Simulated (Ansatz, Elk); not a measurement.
**How far do independent atoms describe BaAgS2?**

The structure of BaAgS2 used here is made up (a known structure type with other elements) and was relaxed beforehand with PBE. The aim is the Fourier transform of its all-electron density, F(hkl), set beside the sum over free spherical atoms that refinements use.

Method: DFT, PBE, all-electron APW+lo, Dirac cores, scalar-relativistic bands, static density, no spin, in Elk 11.2.3 (patched build).

The structure was built from a prototype and need not be the compound's stable phase.

## 1. The starting structure

Symmetry: Cmcm, No. 63, orthorhombic system. The conventional cell has a = 4.425 Å, b = 20.590 Å, c = 4.983 Å, α = 90.00°, β = 90.00°, γ = 90.00°. Nearest to Ba lie 7 S at 3.13 to 3.35 Å. Nearest to Ag lie 4 S at 2.43 to 2.50 Å. S has 3 Ag at 2.43 to 2.50 Å and 2 Ba at 3.19 Å nearest. Nearest to S lie 1 Ag at 2.44 Å and 5 Ba at 3.13 to 3.35 Å. Farther neighbours and most contacts between anions are not listed.

## 2. Ground state and structure factors

An all-electron density is needed, since X-rays see the cores too. Task 0 finds the density and task 195 Fourier-transforms it; tshift is off so that phases refer to the origin typed.

The input, elk.in:

```
tasks
  0
  195

xctype
  20

spinpol
  .false.

rgkmax
  7.0

gmaxvr
  14.0

lmaxo
  7

lmaxapw
  8

swidth
  0.002

tshift
  .false.

ramdisk
  .false.

hmaxvr
  5.5

maxscl
  120

epspot
  1e-06

sppath
  './'

avec
  4.18067492596 -19.45453551670 -0.00000000000
  4.18067492596 19.45453551670 0.00000000000
  -0.00000000000 0.00000000000 9.41716322474

atoms
  3
  'Ba.in'
  2
  0.6663876912 0.3336123088 0.7500000000   0.000000 0.000000 0.000000
  0.3336123088 0.6663876912 0.2500000000   0.000000 0.000000 0.000000
  'Ag.in'
  2
  0.9369581818 0.0630418182 0.7500000000   0.000000 0.000000 0.000000
  0.0630418182 0.9369581818 0.2500000000   0.000000 0.000000 0.000000
  'S.in'
  4
  0.0548858906 0.9451141094 0.7500000000   0.000000 0.000000 0.000000
  0.8185676231 0.1814323769 0.7500000000   0.000000 0.000000 0.000000
  0.9451141094 0.0548858906 0.2500000000   0.000000 0.000000 0.000000
  0.1814323769 0.8185676231 0.2500000000   0.000000 0.000000 0.000000

ngridk
  5 5 5
```

The run is started by

```bash
OMP_NUM_THREADS=4 elk
```

Numbers of over 12 decimals in the logs are rounded to 6 here.

What it wrote:

```text
┌─────────────────────────┐
│ Elk code version 11.2.3 │
└─────────────────────────┘

All units are atomic (Hartree, Bohr, etc.)

┌─────────────────────────────────────────────────┐
│ Ground-state run starting from atomic densities │
└─────────────────────────────────────────────────┘

Lattice vectors :
   4.180674926      -19.45453552      -0.000000000
   4.180674926       19.45453552       0.000000000
  -0.000000000       0.000000000       9.417163225

Reciprocal lattice vectors :
  0.7514558556     -0.1614838170       0.000000000
  0.7514558556      0.1614838170       0.000000000
   0.000000000      -0.000000000      0.6672057346

Unit cell volume      :    1531.853946
Brillouin zone volume :   0.1619281094

Muffin-tin inner radius fraction :   0.1000000000E-01

Nuclei treated as point charges

Species : 1 (Ba)
 parameters loaded from : Ba.in
 name : barium
 nuclear charge    :   -56.00000000
 electronic charge :    56.00000000
 atomic mass :    250331.8071
 muffin-tin radius :    2.800000000
 number of radial points in muffin-tin :   1393
 inner part over the whole radius :   0.9950032293E-02
 number on inner part of muffin-tin    :    996
 approximate nuclear radius :   0.9171481901E-04
 number of mesh points to nuclear radius :    504
 atomic positions (lattice), magnetic fields (Cartesian) :
  1 :  -0.33361231  0.33361231 -0.25000000    0.00000000  0.00000000  0.00000000
  2 :   0.33361231 -0.33361231  0.25000000    0.00000000  0.00000000  0.00000000

Species : 2 (Ag)
 parameters loaded from : Ag.in
 name : silver
 nuclear charge    :   -47.00000000
 electronic charge :    47.00000000
 atomic mass :    196631.6998
 muffin-tin radius :    2.458331199
 number of radial points in muffin-tin :   1193
 inner part over the whole radius :   0.9897139284E-02
 number on inner part of muffin-tin    :    848
 approximate nuclear radius :   0.8648227117E-04
 number of mesh points to nuclear radius :    426
 atomic positions (lattice), magnetic fields (Cartesian) :
  1 :  -0.06304182  0.06304182 -0.25000000    0.00000000  0.00000000  0.00000000
  2 :   0.06304182 -0.06304182  0.25000000    0.00000000  0.00000000  0.00000000

Species : 3 (S)
 parameters loaded from : S.in
 name : sulphur
 nuclear charge    :   -16.00000000
 electronic charge :    16.00000000
 atomic mass :    58450.91931
 muffin-tin radius :    2.080126399
 number of radial points in muffin-tin :    793
 inner part over the whole radius :   0.9867477505E-02
 number on inner part of muffin-tin    :    553
 approximate nuclear radius :   0.6195814986E-04
 number of mesh points to nuclear radius :    251
 atomic positions (lattice), magnetic fields (Cartesian) :
  1 :   0.05488589 -0.05488589 -0.25000000    0.00000000  0.00000000  0.00000000
  2 :  -0.18143238  0.18143238 -0.25000000    0.00000000  0.00000000  0.00000000
  3 :  -0.05488589  0.05488589  0.25000000    0.00000000  0.00000000  0.00000000
  4 :   0.18143238 -0.18143238  0.25000000    0.00000000  0.00000000  0.00000000

Total number of atoms per unit cell :    8
Total muffin-tin volume :    459.1732146
 ratio of muffin-tin to unit cell volume :   0.2997499962

Spin treatment :
 spin-unpolarised

Number of Bravais lattice symmetries :    8
Number of crystal symmetries         :    8
Crystal has inversion symmetry
Real symmetric eigensolver will be used

k-point grid :      5     5     5
k-point offset :    0.000000000       0.000000000       0.000000000
k-point set is reduced with full crystal symmetry group
Total number of k-points :       27

Muffin-tin radius times maximum |G+k| :    7.000000000
 using average radius
Maximum |G+k| for APW functions       :    2.972846025
Maximum (1/2)|G+k|²                   :    4.418906744
Maximum |G| for potential and density :    14.00000000
Constant for pseudocharge density :   10
 order of it for each species :   17  17  17
 order of it for pair densities of each species (exact exchange by exxq0 0: 18) :   14  11   6
Radial integration step length :    1

[...]
correlation                 :     -13.619959740126
 electron entropic           :    -0.12263094464281E-02
 total energy                :     -28512.638983808

Density of states at Fermi energy :    95.59693229
 (states/Hartree/unit cell)

Estimated indirect band gap :   0.8433356808E-03
 from k-point 15 to k-point 13
Estimated direct band gap   :   0.4286744813E-02
 at k-point 13

Charges :
 core                        :    168.0000000
 valence                     :    102.0000000
 interstitial                :    15.15060567
 muffin-tins (core leakage)
  species : 1 (Ba)
[...]
species : 2 (Ag)
[...]
species : 3 (S)
[...]
total in muffin-tins        :    254.8493943
 total calculated charge     :    269.9971156
 total charge                :    270.0000000
 error                       :   0.2884365595E-02

RMS change in Kohn-Sham potential (target) :   0.3573245365     (  0.1000000000E-05)
Absolute change in total energy (target)   :   0.6628635033     (  0.1000000000E-03)

[... loops 3 to 14 left out ...]

┌──────────────────┐
│ Loop number : 15 │
└──────────────────┘

Energies :
 Fermi                       :     0.156825
 sum of occupied eigenvalues :     -17293.851662975
 electron kinetic            :      30106.730857957
 core electron kinetic       :      29131.215382612
 Coulomb                     :     -57818.835055935
 Coulomb potential           :     -46359.822746667
 nuclear-nuclear             :     -2533.9985275216
 electron-nuclear            :     -64251.973091542
 Hartree                     :      8967.1365631291
 Madelung                    :     -34638.923682601
 xc potential                :     -1040.7597742647
 exchange                    :     -784.67923310857
 correlation                 :     -13.641018511084
 electron entropic           :    -0.74347517025912E-03
 total energy                :     -28510.425193073

Density of states at Fermi energy :    60.59800518
 (states/Hartree/unit cell)

Estimated indirect band gap :   0.1228018886E-02
 from k-point 18 to k-point 15
Estimated direct band gap   :   0.1753988711E-01
 at k-point 15

Charges :
 core                        :    168.0000000
 valence                     :    102.0000000
 interstitial                :    14.87991907
 muffin-tins (core leakage)
  species : 1 (Ba)
[...]
species : 2 (Ag)
[...]
species : 3 (S)
[...]
total in muffin-tins        :    255.1200809
 total calculated charge     :    269.9971384
 total charge                :    270.0000000
 error                       :   0.2861567480E-02

RMS change in Kohn-Sham potential (target) :   0.6714474511E-06 (  0.1000000000E-05)
Absolute change in total energy (target)   :   0.6011880032E-05 (  0.1000000000E-03)

Convergence targets achieved

┌──────────────────┐
│ Loop number : 16 │
└──────────────────┘

Energies :
 Fermi                       :     0.156825
 sum of occupied eigenvalues :     -17293.851606139
 electron kinetic            :      30106.730887932
 core electron kinetic       :      29131.215393730
 Coulomb                     :     -57818.835054655
 Coulomb potential           :     -46359.822745581
 nuclear-nuclear             :     -2533.9985275216
 electron-nuclear            :     -64251.973082785
 Hartree                     :      8967.1365556520
 Madelung                    :     -34638.923681864
 xc potential                :     -1040.7597484894
 exchange                    :     -784.67923269457
 correlation                 :     -13.641018590623
 electron entropic           :    -0.74347416727355E-03
 total energy                :     -28510.425161483

Density of states at Fermi energy :    60.59790433
 (states/Hartree/unit cell)

Estimated indirect band gap :   0.1228035962E-02
 from k-point 18 to k-point 15
Estimated direct band gap   :   0.1753987663E-01
 at k-point 15

Charges :
 core                        :    168.0000000
 valence                     :    102.0000000
 interstitial                :    14.87991893
 muffin-tins (core leakage)
  species : 1 (Ba)
[...]
species : 2 (Ag)
[...]
species : 3 (S)
[...]
atom 2                    :    14.13326469     (  0.1551653914E-03)
   atom 3                    :    14.13338281     (  0.1549667089E-03)
   atom 4                    :    14.13326469     (  0.1551653914E-03)
 total in muffin-tins        :    255.1200811
 total calculated charge     :    269.9971384
 total charge                :    270.0000000
 error                       :   0.2861569296E-02

┌──────────────────────────────┐
│ Self-consistent loop stopped │
└──────────────────────────────┘

Warning : core states of species 3 leak from the muffin-tin :   0.1551653914E-03

Wrote STATE.OUT
```

It took 1.8 min on 4 threads of Arm Neoverse V2, shared host; peak memory 0.46 GiB; 4.9 min of CPU time.

SFACRHO.OUT:

```text

h k l indices transformed by vhmat matrix:
   1.000000000       0.000000000       0.000000000    
   0.000000000       1.000000000       0.000000000    
   0.000000000       0.000000000       1.000000000    

      h      k      l  multipl.   |H|            Re(F)            Im(F)           |F|

      0      0      0      1   0.0000000       270.00000      0.37865763E-15   270.00000    
     -1      1      0      2  0.32296763       14.264234      0.96993020E-13   14.264234    
     -2      2      0      2  0.64593527      -52.302200      0.47832174E-13   52.302200    
      0      0     -1      2  0.66720573      0.13442576E-13 -0.15944058E-13  0.20854636E-13
      1     -1      1      2  0.74126351       22.708645      0.85034976E-13   22.708645    
     -1      1      1      2  0.74126351      -22.708645      0.95664348E-13   22.708645    
     -1      0      0      4  0.76861104       66.725197      0.31888116E-13   66.725197    
     -1      2      0      4  0.89408004       117.06309      0.41188817E-13   117.06309    
      2     -2     -1      2  0.92865271       115.10742     -0.12456295E-12   115.10742    
     -2      2     -1      2  0.92865271      -115.10742     -0.13319932E-12   115.10742    
      3     -3      0      2  0.96890290       46.632712      0.32220284E-12   46.632712    
      0      1      1      4   1.0178047       128.60538     -0.11293708E-13   128.60538    
      0      1     -1      4   1.0178047      -128.60538     -0.66433575E-15   128.60538    
     -3      2      0      4   1.1030011      -61.373840     -0.82377633E-13   61.373840    
      1     -2     -1      4   1.1155907       46.923969     -0.13685316E-12   46.923969    
      2     -1      1      4   1.1155907      -46.923969      0.96993020E-13   46.923969    
     -3      3      1      2   1.1764082       47.247024      0.13419582E-12   47.247024    
      3     -3      1      2   1.1764082      -47.247024      0.13818184E-12   47.247024
```

Elk indexes on the primitive cell of elk.in and gives |H| = 4π sin θ/λ in inverse bohr. Below, one row stands for each form hkl of the conventional cell (m members, Friedel mates merged), F is for one primitive cell and the density is static (no thermal factor). Free-atom factors are Waasmaier and Kirfel's, and R is Σm||F|−|F'||/Σm|F|.

```csv
hkl,m,sin θ/λ (Å⁻¹),"abs F, DFT",neutral atoms,diff.
020,2,0.049,14.264,14.498,-0.234
040,2,0.097,52.302,52.036,+0.267
001,2,0.100,0.000,0.000,+0.000
021,4,0.112,22.709,22.279,+0.429
110,4,0.116,66.725,66.538,+0.187
130,4,0.135,117.063,117.322,-0.259
041,4,0.140,115.107,116.337,-1.230
060,2,0.146,46.633,45.932,+0.700
111,8,0.153,128.605,128.309,+0.296
150,4,0.166,61.374,61.653,-0.280
131,8,0.168,46.924,47.599,-0.675
061,4,0.177,47.247,47.515,-0.268
151,8,0.194,42.935,42.344,+0.591
080,2,0.194,163.419,163.222,+0.197
002,2,0.201,209.654,209.682,-0.028
170,4,0.204,135.029,135.162,-0.133
022,4,0.206,11.748,11.771,-0.023
081,4,0.219,79.299,79.329,-0.030
042,4,0.223,43.821,43.837,-0.016
200,2,0.226,200.026,200.865,-0.839
171,8,0.227,106.741,106.806,-0.065
220,4,0.231,10.751,11.113,-0.363
```

## 3. The highest occupied states alone

An energy window below the Fermi level keeps the highest occupied states, to see at which angles they scatter; shallow core shells can lie inside it and anion s states outside. No new self-consistency is needed.

Edit elk.in of step 2 so:

```diff
@@ -1,3 +1,2 @@
 tasks
-  0
   195
@@ -40,2 +39,5 @@
 
+wsfac
+  -0.284170 0.456830
+
 sppath
```

The run is started by

```bash
OMP_NUM_THREADS=4 elk
```

What it wrote:

```text
┌─────────────────────────────────┐
│ Elk code version 11.2.3 started │
└─────────────────────────────────┘

Info(readinput): the functional depends on the density's gradient
 muffin-tin radial points multiplied by    2.00000
 (not where nrmtscf is given)

┌────────────────────┐
│ Current task : 195 │
└────────────────────┘
Info(checkmt): changed muffin-tin radius of species 2 (Ag) from   2.6000 to   2.4583
Info(checkmt): changed muffin-tin radius of species 3 (S) from   2.2000 to   2.0801

Info(sfacrho): density structure factors written to SFACRHO.OUT

 Energy window :  -0.2841700000      0.4568300000

┌──────────────────┐
│ Elk code stopped │
└──────────────────┘
```

Wall time 35 s (4 threads); peak memory 0.29 GiB; 40 s of CPU time.

States within 12 eV below the Fermi level hold 49.01 electrons; any levels below the window count with the cores. Their amplitudes can exceed the total, where window and core parts have opposite phase:

| hkl | sin θ/λ (Å⁻¹) | abs F, window | abs F, all |
| --- | --- | --- | --- |
| 020 | 0.049 | 12.142 | 14.264 |
| 040 | 0.097 | 1.438 | 52.302 |
| 001 | 0.100 | 0.000 | 0.000 |
| 021 | 0.112 | 10.924 | 22.709 |
| 110 | 0.116 | 23.008 | 66.725 |
| 130 | 0.135 | 3.573 | 117.063 |
| 041 | 0.140 | 3.502 | 115.107 |
| 060 | 0.146 | 5.795 | 46.633 |
| 111 | 0.153 | 9.678 | 128.605 |
| 150 | 0.166 | 1.966 | 61.374 |

## 4. Another functional

The difference from free atoms is small, so it is set against the change that PBEsol makes.

Edit elk.in of step 3 so:

```diff
@@ -1,2 +1,3 @@
 tasks
+  0
   195
@@ -4,3 +5,3 @@
 xctype
-  20
+  22
 
@@ -39,5 +40,2 @@
 
-wsfac
-  -0.284170 0.456830
-
 sppath
```

The run is started by

```bash
OMP_NUM_THREADS=4 elk
```

What it wrote:

```text
┌─────────────────────────┐
│ Elk code version 11.2.3 │
└─────────────────────────┘

All units are atomic (Hartree, Bohr, etc.)

┌─────────────────────────────────────────────────┐
│ Ground-state run starting from atomic densities │
└─────────────────────────────────────────────────┘

Lattice vectors :
   4.180674926      -19.45453552      -0.000000000
   4.180674926       19.45453552       0.000000000
  -0.000000000       0.000000000       9.417163225

Reciprocal lattice vectors :
  0.7514558556     -0.1614838170       0.000000000
[...]
species : 2 (Ag)
[...]
species : 3 (S)
[...]
atom 3                    :    14.10987593     (  0.1560782966E-03)
   atom 4                    :    14.10822623     (  0.1562421199E-03)
 total in muffin-tins        :    255.0154656
 total calculated charge     :    269.9971483
 total charge                :    270.0000000
 error                       :   0.2851744329E-02

┌──────────────────────────────┐
│ Self-consistent loop stopped │
└──────────────────────────────┘

Warning : core states of species 3 leak from the muffin-tin :   0.1562421199E-03

Wrote STATE.OUT
[key lines of the parts left out:]
total energy                :     -28496.485666519
```

Wall time 1.8 min (4 threads); peak memory 0.43 GiB; 4.9 min of CPU time.

Against the first run R = 0.02 %; the largest change is -0.108 at 080.

## 5. A coarser k-mesh

About half the k-points along each axis test the sampling.

Edit elk.in of step 4 so:

```diff
@@ -5,3 +5,3 @@
 xctype
-  22
+  20
 
@@ -66,2 +66,2 @@
 ngridk
-  5 5 5
+  2 2 2
```

The run is started by

```bash
OMP_NUM_THREADS=4 elk
```

What it wrote:

```text
┌─────────────────────────┐
│ Elk code version 11.2.3 │
└─────────────────────────┘

All units are atomic (Hartree, Bohr, etc.)

┌─────────────────────────────────────────────────┐
│ Ground-state run starting from atomic densities │
└─────────────────────────────────────────────────┘

Lattice vectors :
   4.180674926      -19.45453552      -0.000000000
   4.180674926       19.45453552       0.000000000
  -0.000000000       0.000000000       9.417163225

Reciprocal lattice vectors :
  0.7514558556     -0.1614838170       0.000000000
[...]
species : 2 (Ag)
[...]
species : 3 (S)
[...]
atom 3                    :    14.13289310     (  0.1548758677E-03)
   atom 4                    :    14.14146996     (  0.1553357644E-03)
 total in muffin-tins        :    255.1354096
 total calculated charge     :    269.9970229
 total charge                :    270.0000000
 error                       :   0.2977115220E-02

┌──────────────────────────────┐
│ Self-consistent loop stopped │
└──────────────────────────────┘

Warning : core states of species 3 leak from the muffin-tin :   0.1553357644E-03

Wrote STATE.OUT
[key lines of the parts left out:]
total energy                :     -28510.439441464
```

Elapsed: 62 s, on 4 threads; peak memory 0.44 GiB; 1.8 min of CPU time.

Against the first run R = 0.02 %; the largest change is +0.050 at 170.

## 6. Settings against the effect

```csv
run,R against the first run (%),"R against neutral atoms, low angle (%)",wall time
"PBE, rgkmax 7",0.00,0.37,1.8 min
PBEsol,0.02,0.38,1.8 min
k-mesh 2×2×2,0.02,0.38,62 s
```

## 7. Results

| Quantity | Value |
| --- | --- |
| R against neutral atoms, sin θ/λ < 0.3 Å⁻¹ | 0.37 % |
| R against neutral atoms, 0.3 to 0.48 Å⁻¹ | 0.23 % |

Independent neutral atoms miss the calculated amplitudes by R = 0.37 % below 0.3 Å⁻¹ and 0.23 % from there to 0.48 Å⁻¹; by shells, 0.72 % below 0.15 Å⁻¹ (7 forms), 0.33 % 0.15 to 0.3 (32 forms), 0.21 % 0.3 to 0.45 (78 forms), 0.31 % above 0.45 (27 forms). Bonding, aspherical density and the tables' own atoms all enter these figures, and the runs don't part them. The largest change of an amplitude is -1.23 electrons, at 041. The window's part falls from 49.0 electrons at the origin to at most 1.19 between 0.45 and 0.48 Å⁻¹, where compact states inside the window still scatter. Below 0.3 Å⁻¹ the changes that finished (PBEsol and k-mesh 2×2×2) move F by R = 0.03 % at most, against the 0.37 % that separates it from free atoms. The basis has no finished test. These runs have no spin, though d or f shells may be open. Part of the difference isn't bonding: the tables are fits to free atoms and ions calculated by other methods than this functional. Thermal motion, anomalous dispersion and extinction are left out.

[Logs are printed without paths, hosts, clocks, repeated set-up lines and the standing remarks that a program may print on its own settings, such as how far it seeks lower states.]

[Hosts, paths, dates, database ids (printed as entryN), source tags and the programs' standing remarks are cut or masked in the printed files.]
